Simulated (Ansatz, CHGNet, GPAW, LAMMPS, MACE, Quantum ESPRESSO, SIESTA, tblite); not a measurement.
## Glassy 68SiO2-14MgO-11ZnO-7BaO (mol %) (75 atoms): runs against a plane-wave reference

Density of this cell: 2.53 g/cm³. The cell holds 75 atoms: 19 Si, 4 Mg, 3 Zn, 2 Ba and 47 O. Cell: a = 10.675 Å, b = 10.675 Å, c = 10.675 Å, α = 90.0°, β = 90.0°, γ = 90.0°. 75 atoms (19 Si, 4 Mg, 3 Zn, 2 Ba, 47 O) placed at random at 2.53 g/cm³, melted at 4000 K for 10 ps at fixed volume with the Morse and Coulomb pair potential with partial charges (Pedone, Malavasi, Menziani, Cormack and Segre, J. Phys. Chem. B 110, 11780 (2006)). Quenched from 4000 K to 300 K at 25 K/ps and fixed volume, held 5 ps, then minimised at fixed cell.

Geometry: as built.

The reference, a calculation:

```
method                                           : Kohn-Sham DFT, PBE, PAW, plane waves (Ansatz 0.2.0); cutoff 420 eV, Γ point, fermi-dirac smearing of 0.05 eV; PAW set soft_2
r.m.s. force component                           : 0.8257 eV/Å
longest force                                    : 2.837 eV/Å
pressure                                         : 0.3664 GPa
gap (highest filled to lowest empty level) : 2.296 eV
SCF cycles                                       : 10
time                                             : 18 s on 4 threads of Arm Neoverse V1, shared host
CPU time                                         : 62 s
```

Runs, in no order:
A. SIESTA PBE, DZ, shift 0.01 Ry, mesh 500 Ry: Kohn-Sham DFT, PBE, PseudoDojo 0.4.1 norm-conserving pseudopotentials (converted to PSML), numerical atomic orbitals (DZ), diagonalisation
B. GPAW PBE, LCAO szp(dzp), h 0.18 Å: Kohn-Sham DFT, PBE, PAW, atomic orbitals (szp(dzp))
C. SIESTA PBE, SZP, shift 0.01 Ry, mesh 500 Ry: Kohn-Sham DFT, PBE, PseudoDojo 0.4.1 norm-conserving pseudopotentials (converted to PSML), numerical atomic orbitals (SZP), diagonalisation
D. SIESTA PBE, TZP, shift 0.01 Ry, mesh 500 Ry: Kohn-Sham DFT, PBE, PseudoDojo 0.4.1 norm-conserving pseudopotentials (converted to PSML), numerical atomic orbitals (TZP), diagonalisation
E. MACE MP-0b2 small potential: machine-learned interatomic potential MACE MP-0b2 small, trained on PBE(+U) plane-wave data

**Question.** Rank the runs by how far their forces lie from the reference's, least first.

E, D, B, C, A.

```
                                           run  Δ force, r.m.s. (meV/Å)  share of r.m.s. force (%)  CPU time
                E. MACE MP-0b2 small potential                      126                       15.2     7.1 s
D. SIESTA PBE, TZP, shift 0.01 Ry, mesh 500 Ry                      200                       24.2   5.5 min
          B. GPAW PBE, LCAO szp(dzp), h 0.18 Å                      319                       38.7   2.2 min
C. SIESTA PBE, SZP, shift 0.01 Ry, mesh 500 Ry                      450                       54.5   3.5 min
 A. SIESTA PBE, DZ, shift 0.01 Ry, mesh 500 Ry                      938                        114   1.9 min
```

Machine-learned potentials mimic data converged in k, so the reference's own k-point error enters their differences. The network of bonds at the start is that of the classical potential that made the cell, and needn't be the one that DFT or experiment would give. The electronic-structure runs sample only Γ, in a cell whose shortest periodic width is 11 Å.

[Logs are printed without paths, hosts, clocks, repeated set-up lines and the standing remarks that a program may print on its own settings, such as how far it seeks lower states.]

[Hosts, paths, dates, database ids (printed as entryN), source tags and the programs' standing remarks are cut or masked in the printed files.]
